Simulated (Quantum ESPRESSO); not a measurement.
**Fixed-spin-moment curve of Cobalt**

Wanted: E(M) for Cobalt from a parallel start.

Program: Quantum ESPRESSO 7.5. Level of theory: PBE; plane waves with GBRV 1.5 PBE potentials, no spin-orbit coupling. Results are calculated unless marked as measured.

This is a report of a sequence of runs, with most program output left out.

## Step 1: The structure

It takes space group P6_3/mmc (No. 194, hexagonal). Conventional cell: a = 2.507 Å, b = 2.507 Å, c = 4.070 Å, α = 90.00°, β = 90.00°, γ = 120.00°. Co has 12 Co at 2.50 to 2.51 Å nearest.

The cell comes from the Crystallography Open Database.

## Step 2: No moment imposed

The input, pw.in:

```
&CONTROL
  calculation = 'scf'
  prefix = 'pwscf'
  outdir = './tmp'
  pseudo_dir = './pseudo'
  disk_io = 'nowf'
/
&SYSTEM
  ibrav = 0
  nat = 2
  ntyp = 1
  ecutwfc = 40
  ecutrho = 280
  nbnd = 26
  occupations = 'smearing'
  smearing = 'fd'
  degauss = 0.00367493
  nspin = 2
  starting_magnetization(1) = 0.1176
/
&ELECTRONS
  conv_thr = 4d-09
  electron_maxstep = 150
  mixing_beta = 0.3
/
ATOMIC_SPECIES
Co     58.9332 co_pbe_v1.2.uspp.F.UPF
CELL_PARAMETERS angstrom
   2.5074000000    0.0000000000    0.0000000000
  -1.2537000000    2.1714720974    0.0000000000
   0.0000000000    0.0000000000    4.0699000000
ATOMIC_POSITIONS crystal
Co      0.3333333333    0.6666666667    0.2500000000
Co      0.6666666667    0.3333333333    0.7500000000
K_POINTS automatic
12 12 12 0 0 0
```

On the command line:

```
$ OMP_NUM_THREADS=1 mpirun -n 2 pw.x -nk 2 -in pw.in > pw.out
```

Run time: 15 s. Hardware: 2 MPI ranks of Intel Xeon 6975P-C (Granite Rapids), shared host; peak memory 0.22 GiB.

Spin moment in the atom's sphere by atom:

```tsv
atom	spin moment in the atom's sphere (μB)
Co1	1.78
Co2	1.78
```

Numbers from this step:

| Quantity | Value |
| --- | --- |
| smearing term TS | 0.01435 eV |
| magnetization | 3.388 μB |
| absolute magnetization | 3.754 μB |
| final state | ferromagnetic |

## Step 3: Moment fixed at 0 μB

The two spin channels are filled to separate Fermi energies, so that the total moment meets the target. Half of the up one less the down one is the slope dE/dM.

pw.in, as its differences from that of step 2:

```diff
@@ -13,3 +13,3 @@
   ecutrho = 280
-  nbnd = 26
+  nbnd = 27
   occupations = 'smearing'
@@ -18,3 +18,4 @@
   nspin = 2
-  starting_magnetization(1) = 0.1176
+  starting_magnetization(1) = 0.0059
+  tot_magnetization = 0
 /
```

Wall time 16 s (2 MPI ranks); peak memory 0.23 GiB.

Numbers from this step:

```
magnetization                                 : 0 μB
absolute magnetization                        : 0 μB
half the difference of the two Fermi energies : 0 meV
largest moment                                : 0 μB
```

## Step 4: Moment fixed at 0.765 μB

pw.in, as its differences from that of step 3:

```diff
@@ -18,4 +18,4 @@
   nspin = 2
-  starting_magnetization(1) = 0.0059
-  tot_magnetization = 0
+  starting_magnetization(1) = 0.0225
+  tot_magnetization = 0.765
 /
```

Elapsed: 18 s, on 2 MPI ranks; peak memory 0.23 GiB.

Spin moment in the atom's sphere by atom:

```tsv
atom	spin moment in the atom's sphere (μB)
Co1	0.411
Co2	0.411
```

Numbers from this step:

```yaml
magnetization: 0.765 μB
absolute_magnetization: 0.899 μB
half_the_difference_of_the_two_fermi_energies: -110.5 meV
```

## Step 5: Moment fixed at 1.529 μB

pw.in, as its differences from that of step 4:

```diff
@@ -18,4 +18,4 @@
   nspin = 2
-  starting_magnetization(1) = 0.0225
-  tot_magnetization = 0.765
+  starting_magnetization(1) = 0.045
+  tot_magnetization = 1.529
 /
```

Run time: 17 s. Hardware: 2 MPI ranks; peak memory 0.23 GiB; 34 s of CPU time.

Numbers from this step:

```yaml
magnetization: 1.529 μB
absolute_magnetization: 1.789 μB
half_the_difference_of_the_two_fermi_energies: -216.1 meV
largest_moment: 0.8208 μB
```

## Step 6: E(M)

The runs not shown differ in the target, the start and the number of states alone. The point at 3.39 μB is the free run, entered with slope zero.

Table of energy over the lowest by total spin moment:

```tsv
total spin moment (μB a cell)	energy over the lowest (meV a cell)
0.00	586
0.77	543
1.53	418
2.29	228
3.06	30.0
3.39	0
3.82	115
4.59	688
```

Table of dE/dM by total spin moment:

```tsv
total spin moment (μB a cell)	dE/dM (meV/μB)
0.00	-0.00860
0.77	-110
1.53	-216
2.29	-267
3.06	-152
3.39	0
3.82	444
4.59	1142
```

Table of largest site moment by total spin moment:

```tsv
total spin moment (μB a cell)	largest site moment (μB)
0.00	4.8e-6
0.77	0.411
1.53	0.821
2.29	1.23
3.06	1.62
3.39	1.78
3.82	1.97
4.59	2.27
```

## Step 7: Outcome

| Property | Result |
| --- | --- |
| moment of the free run | 3.39 μB a cell |
| energy at zero total moment | 586 meV a cell over the lowest |
| ΔE/ΔM² from the lowest point to 3.82 and to 3.06 μB | 604 and 277 meV/μB² |

At zero total moment the site moments vanish, so the 586 meV a cell is the energy of forming them. The points show one minimum alone. All runs start parallel; opposed orders may lie lower.

[Logs and program files are shortened in this print: banners, set-up blocks, solver, clock and traceback lines can be left out without a mark of their own.]

[Logs are printed without paths, hosts, clocks, repeated set-up lines and the standing remarks that a program may print on its own settings, such as how far it seeks lower states.]

[Hosts, paths, dates, database ids (printed as entryN), source tags and the programs' standing remarks are cut or masked in the printed files.]

[Where a cell is said to come from a database of computed structures, the database is the Materials Project.]
